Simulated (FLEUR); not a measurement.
# ZrFe2: which magnetic order is lowest, part 2 of 2

A self-consistent run ends on one state, which hangs on the start. Several orders of ZrFe2 are started in FLEUR and their energies compared.

FLEUR MaX-R8.1; LDA (VWN); all-electron FLAPW, Dirac cores, scalar-relativistic bands.

So far, largest spin moment in the muffin-tin sphere (μB): step 2 (start 1: ferro ++++) 1.78; step 3 (order 2, typed as antiferro ++--) 0.918.

## 4. Start 3: ferri +++-

Another pattern of signs weighs the neighbour shells otherwise.

File inp.xml:

```
<?xml version="1.0" encoding="UTF-8" standalone="no"?>
<fleurInput fleurInputVersion="0.39">
   <comment>
      ZrFe2
   </comment>
   <calculationSetup>
      <cutoffs Kmax="3.24" Gmax="9.7" GmaxXC="9.7" numbands="0"/>
      <scfLoop itmax="90" minDistance="0.00002" maxIterBroyd="15" imix="Anderson" alpha="0.05" precondParam="0.0" spinf="2.0" sdNocoIR="T"/>
      <coreElectrons ctail="T" frcor="F" kcrel="0" coretail_lmax="0"/>
      <xcFunctional name="vwn" relativisticCorrections="F"/>
      <magnetism jspins="2"/>
      <soc l_soc="F" theta="0.0" phi="0.0" spav="F"/>
      <expertModes spex="0" secvar="F"/>
      <geometryOptimization l_f="F" forcealpha="1.0" forcemix="BFGS" epsdisp="0.00001" epsforce="0.00001"/>
      <ldaU l_linMix="F" mixParam="0.05" spinf="1.0"/>
   </calculationSetup>
   <cell>
      <bzIntegration valenceElectrons="88.0" mode="hist" fermiSmearingEnergy="0.00293995">
         <kPointListSelection listName="default-1"/>
         <xi:include xmlns:xi="http://www.w3.org/2001/XInclude" href="kpts.xml"> </xi:include>
      </bzIntegration>
      <xi:include xmlns:xi="http://www.w3.org/2001/XInclude" href="sym.xml"> </xi:include>
      <bulkLattice scale="1.0">
         <bravaisMatrix>
            <row-1>    0.0000000000000000     6.6962445225200993     6.6962445225200993</row-1>
            <row-2>    6.6962445225200993     0.0000000000000000     6.6962445225200993</row-2>
            <row-3>    6.6962445225200993     6.6962445225200993     0.0000000000000000</row-3>
         </bravaisMatrix>
      </bulkLattice>
   </cell>
   <atomSpecies>
      <species name="Zirconium (Zr)" element="Zr" atomicNumber="40">
         <mtSphere radius="2.8" gridPoints="925" logIncrement="0.014"/>
         <atomicCutoffs lmax="10" lnonsphr="8"/>
         <electronConfig flipSpins="F">
            <coreConfig>(1s1/2) (2s1/2) (2p1/2) (2p3/2) (3s1/2) (3p1/2) (3p3/2) (3d3/2) (3d5/2)</coreConfig>
            <valenceConfig>(4s1/2) (4p1/2) (4p3/2) (5s1/2) (4d3/2) (4d5/2)</valenceConfig>
            <stateOccupation state="(4d3/2)" spinUp="0.400000" spinDown="0.400000"/>
            <stateOccupation state="(4d5/2)" spinUp="0.600000" spinDown="0.600000"/>
         </electronConfig>
         <energyParameters s="5" p="5" d="4" f="4"/>
         <lo type="SCLO" l="0" n="4" eDeriv="0"/>
         <lo type="SCLO" l="1" n="4" eDeriv="0"/>
      </species>
      <species name="Iron (Fe) 2.800" element="Fe" atomicNumber="26">
         <mtSphere radius="2.31" gridPoints="763" logIncrement="0.016"/>
         <atomicCutoffs lmax="10" lnonsphr="8"/>
         <electronConfig flipSpins="F">
            <coreConfig>(1s1/2) (2s1/2) (2p1/2) (2p3/2)</coreConfig>
            <valenceConfig>(3s1/2) (3p1/2) (3p3/2) (4s1/2) (3d3/2) (3d5/2)</valenceConfig>
            <stateOccupation state="(3d3/2)" spinUp="1.4" spinDown="1.0"/>
            <stateOccupation state="(3d5/2)" spinUp="3.0" spinDown="0.6"/>
         </electronConfig>
         <energyParameters s="4" p="4" d="3" f="4"/>
         <lo type="SCLO" l="0" n="3" eDeriv="0"/>
         <lo type="SCLO" l="1" n="3" eDeriv="0"/>
      </species>
      <species name="Iron (Fe) -2.800" element="Fe" atomicNumber="26">
         <mtSphere radius="2.31" gridPoints="763" logIncrement="0.016"/>
         <atomicCutoffs lmax="10" lnonsphr="8"/>
         <electronConfig flipSpins="F">
            <coreConfig>(1s1/2) (2s1/2) (2p1/2) (2p3/2)</coreConfig>
            <valenceConfig>(3s1/2) (3p1/2) (3p3/2) (4s1/2) (3d3/2) (3d5/2)</valenceConfig>
            <stateOccupation state="(3d3/2)" spinUp="1.0" spinDown="1.4"/>
            <stateOccupation state="(3d5/2)" spinUp="0.6" spinDown="3.0"/>
         </electronConfig>
         <energyParameters s="4" p="4" d="3" f="4"/>
         <lo type="SCLO" l="0" n="3" eDeriv="0"/>
         <lo type="SCLO" l="1" n="3" eDeriv="0"/>
      </species>
   </atomSpecies>
   <atomGroups>
      <atomGroup species="Zirconium (Zr)">
         <relPos label="                   1">-1.000/8.000 -1.000/8.000 -1.000/8.000</relPos>
         <relPos label="                   2">1.000/8.000 1.000/8.000 1.000/8.000</relPos>
         <force calculate="T" relaxXYZ="TTT"/>
      </atomGroup>
      <atomGroup species="Iron (Fe) 2.800">
         <relPos label="                   3">1.000/2.000 1.000/2.000 1.000/2.000</relPos>
         <relPos label="                   4">.0000000000 1.000/2.000 1.000/2.000</relPos>
         <relPos label="                   5">1.000/2.000 1.000/2.000 .0000000000</relPos>
         <force calculate="T" relaxXYZ="TTT"/>
      </atomGroup>
      <atomGroup species="Iron (Fe) -2.800">
         <relPos label="                   6">1.000/2.000 .0000000000 1.000/2.000</relPos>
         <force calculate="T" relaxXYZ="TTT"/>
      </atomGroup>
   </atomGroups>
   <output dos="F" band="F" slice="F">
      <bandDOS minEnergy="-.5*Htr" maxEnergy="0.5*Htr" sigma="0.015" storeEVData="T"/>
      <plotting iplot="0" polar="F">
         <plot TwoD="T" vec1="  1.0  0.0  0.0" vec2="  0.0  1.0  0.0" vec3="  0.0  0.0  1.0" zero="  0.0  0.0  0.0" file="plot"/>
      </plotting>
      <moessbauerParams electricFieldGradient="F" isomerShift="F" coreHyperfine="F" valenceHyperfine="F"/>
   </output>
</fleurInput>
```

File crystal.txt:

```
ZrFe2
&input film=F cartesian=F /
0.00000000000  3.54350000000  3.54350000000
3.54350000000  0.00000000000  3.54350000000
3.54350000000  3.54350000000  0.00000000000
1.8897261246
1.0 1.0 1.0

6
40 0.00000000000  0.00000000000  0.00000000000
40 0.25000000000  0.25000000000  0.25000000000
26 0.62500000000  0.62500000000  0.62500000000 : 2.800
26 0.12500000000  0.62500000000  0.62500000000 : 2.800
26 0.62500000000  0.62500000000  0.12500000000 : 2.800
26 0.62500000000  0.12500000000  0.62500000000 : -2.800

&kpt div1=8 div2=8 div3=8 gamma=T /
```

The run is started by

```bash
OMP_NUM_THREADS=1 inpgen -f crystal.txt > inpgen.log  # inp.xml is then edited as shown
OMP_NUM_THREADS=1 mpirun -n 4 fleur_MPI > fleur.log
```

Output:

```text
[banner, memory and clock lines left out]
Welcome to FLEUR        (www.flapw.de)
      MaX-Release 8.1          (www.max-centre.eu)

 ========== k-point set info ==========
 Selected k-point list: default-1
 k-point list type: mesh
 0 x 0 x 0
 Number of k points: 68

 [... set-up left out ...]
 Iteration:     1   Distance:      22.44538974 me/bohr^3
 Iteration:     2   Distance:      20.08128821 me/bohr^3
 Iteration:     3   Distance:      17.53762533 me/bohr^3
 Iteration:     4   Distance:      14.74441592 me/bohr^3
 Iteration:     5   Distance:       7.00805882 me/bohr^3
[...]
<sumOfEigenvalues value="    -7191.9721738950">
               <coreElectrons value="-7128.7159571374"/>
               <valenceElectrons value="-63.2562167576"/>
            </sumOfEigenvalues>
         [... left out ...]
            <freeEnergy value="-12273.0412905775"/>
            <extrapolationTo0K value="-12273.0374746154"/>
         </totalEnergy>
         <densityConvergence units="me/bohr^3">
            <chargeDensity spin="1" distance="0.0000087569"/>
            <chargeDensity spin="2" distance="0.0000072737"/>
            <overallChargeDensity distance="0.0000069700"/>
            <spinDensity distance="0.0000145121"/>
         </densityConvergence>
      </iteration>
```

Elapsed: 9.6 min, on 4 MPI ranks of Arm Neoverse V2, shared host; peak memory 0.37 GiB.

Spin moment in the muffin-tin sphere by atom:

| atom | spin moment in the muffin-tin sphere (μB) |
| --- | --- |
| Zr1 | -0.14 |
| Zr2 | -0.14 |
| Fe3 | 1.03 |
| Fe4 | 1.03 |
| Fe5 | 1.03 |
| Fe6 | -1.19 |

This step gave:

```
free energy                                                       : -333966.4670 eV
program's band gap on this mesh (in a metal only a level spacing) : 0.009128 eV
magnetization                                                     : 1.522 μB
final state                                                       : ferrimagnetic
```

It lies 92.9 meV a seeded atom over the first start, and its largest moment is 1.19 μB against 1.78 μB.

## 5. Order 4, typed as no spin polarisation

A spinless run gives the zero against which the gain from the moments is read.

inp.xml, as its differences from that of step 4:

```diff
@@ -10,3 +10,3 @@
       <xcFunctional name="vwn" relativisticCorrections="F"/>
-      <magnetism jspins="2"/>
+      <magnetism jspins="1"/>
       <soc l_soc="F" theta="0.0" phi="0.0" spav="F"/>
@@ -44,3 +44,3 @@
       </species>
-      <species name="Iron (Fe) 2.800" element="Fe" atomicNumber="26">
+      <species name="Iron (Fe)" element="Fe" atomicNumber="26">
          <mtSphere radius="2.31" gridPoints="763" logIncrement="0.016"/>
@@ -50,17 +50,4 @@
             <valenceConfig>(3s1/2) (3p1/2) (3p3/2) (4s1/2) (3d3/2) (3d5/2)</valenceConfig>
-            <stateOccupation state="(3d3/2)" spinUp="1.4" spinDown="1.0"/>
-            <stateOccupation state="(3d5/2)" spinUp="3.0" spinDown="0.6"/>
-         </electronConfig>
-         <energyParameters s="4" p="4" d="3" f="4"/>
-         <lo type="SCLO" l="0" n="3" eDeriv="0"/>
-         <lo type="SCLO" l="1" n="3" eDeriv="0"/>
-      </species>
-      <species name="Iron (Fe) -2.800" element="Fe" atomicNumber="26">
-         <mtSphere radius="2.31" gridPoints="763" logIncrement="0.016"/>
-         <atomicCutoffs lmax="10" lnonsphr="8"/>
-         <electronConfig flipSpins="F">
-            <coreConfig>(1s1/2) (2s1/2) (2p1/2) (2p3/2)</coreConfig>
-            <valenceConfig>(3s1/2) (3p1/2) (3p3/2) (4s1/2) (3d3/2) (3d5/2)</valenceConfig>
-            <stateOccupation state="(3d3/2)" spinUp="1.0" spinDown="1.4"/>
-            <stateOccupation state="(3d5/2)" spinUp="0.6" spinDown="3.0"/>
+            <stateOccupation state="(3d3/2)" spinUp="1.200000" spinDown="1.200000"/>
+            <stateOccupation state="(3d5/2)" spinUp="1.800000" spinDown="1.800000"/>
          </electronConfig>
@@ -77,3 +64,3 @@
       </atomGroup>
-      <atomGroup species="Iron (Fe) 2.800">
+      <atomGroup species="Iron (Fe)">
          <relPos label="                   3">1.000/2.000 1.000/2.000 1.000/2.000</relPos>
@@ -81,5 +68,2 @@
          <relPos label="                   5">1.000/2.000 1.000/2.000 .0000000000</relPos>
-         <force calculate="T" relaxXYZ="TTT"/>
-      </atomGroup>
-      <atomGroup species="Iron (Fe) -2.800">
          <relPos label="                   6">1.000/2.000 .0000000000 1.000/2.000</relPos>
```

File crystal.txt:

```
ZrFe2
&input film=F cartesian=F /
0.00000000000  3.54350000000  3.54350000000
3.54350000000  0.00000000000  3.54350000000
3.54350000000  3.54350000000  0.00000000000
1.8897261246
1.0 1.0 1.0

6
40 0.00000000000  0.00000000000  0.00000000000
40 0.25000000000  0.25000000000  0.25000000000
26 0.62500000000  0.62500000000  0.62500000000
26 0.12500000000  0.62500000000  0.62500000000
26 0.62500000000  0.62500000000  0.12500000000
26 0.62500000000  0.12500000000  0.62500000000

&kpt div1=8 div2=8 div3=8 gamma=T /
```

Output:

```text
[banner, memory and clock lines left out]
Welcome to FLEUR        (www.flapw.de)
      MaX-Release 8.1          (www.max-centre.eu)

 ========== k-point set info ==========
 Selected k-point list: default-1
 k-point list type: mesh
 0 x 0 x 0
 Number of k points: 32

 [... set-up left out ...]
 Iteration:     1   Distance:      16.01996704 me/bohr^3
 Iteration:     2   Distance:       9.73076027 me/bohr^3
 Iteration:     3   Distance:       9.42933682 me/bohr^3
 Iteration:     4   Distance:       5.46786694 me/bohr^3
 Iteration:     5   Distance:       2.86729769 me/bohr^3
[...]
<FermiEnergy value="0.3412925811" units="Htr"/>
         [... left out ...]
         <totalEnergy value="   -12273.0280654336" units="Htr">
            <sumOfEigenvalues value="    -7192.1212247394">
               <coreElectrons value="-7128.8825085225"/>
               <valenceElectrons value="-63.2387162169"/>
            </sumOfEigenvalues>
         [... left out ...]
            <freeEnergy value="-12273.0369944526"/>
            <extrapolationTo0K value="-12273.0325299431"/>
         </totalEnergy>
         <densityConvergence units="me/bohr^3">
            <chargeDensity spin="1" distance="0.0000034437"/>
         </densityConvergence>
      </iteration>
```

The job ended after 27 s (4 MPI ranks; peak memory 0.21 GiB).

Read from the output:

- free energy: -333966.3501 eV
- program's band gap on this mesh (in a metal only a level spacing): 9.24e-4 eV
- final state: non-magnetic (no spin polarisation)

It lies 122 meV a seeded atom over the first start.

## 6. The states side by side

Free energies are divided by the number of seeded atoms.

Orders:

| start | final state | typed order kept | energy over the lowest (meV a seeded atom) | largest sphere moment (μB) | net moment (μB a primitive cell) | mesh matched | CPU time (s) |
| --- | --- | --- | --- | --- | --- | --- | --- |
| ferro ++++ | ferromagnetic, with opposed induced moments | yes | 0 | 1.775 | 5.969 | yes | 297.8 |
| antiferro ++-- | antiferromagnetic | yes | 104 | 0.9183 | 0 | yes | 2180 |
| ferri +++- | ferrimagnetic | yes | 92.93 | 1.191 | 1.522 | yes | 2294 |
| no spin polarisation | non-magnetic | - | 122.2 | 0 | 0 | yes | 107 |

## 7. Summary of results

```yaml
lowest_state_found: ferromagnetic (typed ferro ++++)
largest_site_spin_moment: 1.78 μB
next_finished_state: ferrimagnetic, 92.9 meV a seeded atom higher
energy_gained_by_spin_polarisation: 122 meV a seeded atom
```

In words: The lowest state found is ferromagnetic, reached from the start ferro ++++, with moments up to 1.78 μB. The next finished state costs 93 meV a seeded atom. Only 4 starts were tried; other patterns of signs, canted and longer-period orders were not. With 4 seeded atoms in the first cell, sign patterns within that cell may remain untried.

[Logs and program files are shortened in this print: banners, set-up blocks, solver, clock and traceback lines can be left out without a mark of their own.]

[Logs are printed without paths, hosts, clocks, repeated set-up lines and the standing remarks that a program may print on its own settings, such as how far it seeks lower states.]

[Hosts, paths, dates, database ids (printed as entryN), source tags and the programs' standing remarks are cut or masked in the printed files.]

[Where a cell is said to come from a database of computed structures, the database is the Materials Project.]
